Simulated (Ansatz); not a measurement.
# Tunnelling across a broken Os chain: predicting one gap

How it was computed: Ansatz 0.2.0, plane waves with PAW datasets at the program's default cutoffs, Fermi-Dirac smearing of 0.05 eV, chains in boxes 7.5 Å wide or more, moments seeded when the perfect chain is relaxed. PBE, no spin-orbit coupling; one bond is opened by s Å beyond its relaxed length, the other atoms of a straight cell of 12 kept, without spin, and the conductance taken at 300 K.

| run | G (G₀) | largest error term (%) | s | ln G |
| --- | --- | --- | --- | --- |
| +1.2 Å | 1.522 | 2 | 1.2 | 0.4201 |
| +1.8 Å | 0.64 | 1 | 1.8 | −0.4463 |
| +2.5 Å | 0.1942 | 2 | 2.5 | −1.639 |
| +4.2 Å | 0.005741 | 4 | 4.2 | −5.16 |

One run is withheld: run = +3.3 Å, with s = 3.3. Fit a straight line ln G = a + b × s to the 4 rows shown and predict it.

**Fit.** The means are 2.425 for s and −1.706 for ln G. The sum of products of deviations is −9.518 and the sum of squares in s is 5.048, so b = −9.518 / 5.048 = −1.886 and a = −1.706 − (−1.886) × 2.425 = 2.866. The residuals' standard deviation, with 2 degrees of freedom, is σ = 0.22.

**Prediction.** ln G = 2.866 + (−1.886) × 3.3 = −3.356, that is 0.0349 G₀. The run gave 0.0388 G₀ (ln G = −3.249), so the prediction less the run is −0.11. The standard error of a prediction there, σ√(1 + 1/4 + (3.3 − 2.425)²/5.048), is 0.26, and the miss is 0.41 times that, for a point between the fitted rows. With so few rows σ is itself uncertain.

Caveats: Between neighbouring runs the slope of ln G lies between −2.12 and −1.44 per Å, so one exponential is an approximation; it is flattest at the narrowest gap, nearest to contact. Error terms (up to 4 %, withheld run included) bound how much a small miss can mean. Broken ends may want a moment where none was allowed. No image potential, spin-orbit coupling or relaxation; a bent or dimerised chain may be lower in energy. Series of this kind are told only where this holds: one magnetic state in all runs, error terms under 60 %, and the runs' own leads conduct as the perfect chain does. 36 of 42 did.
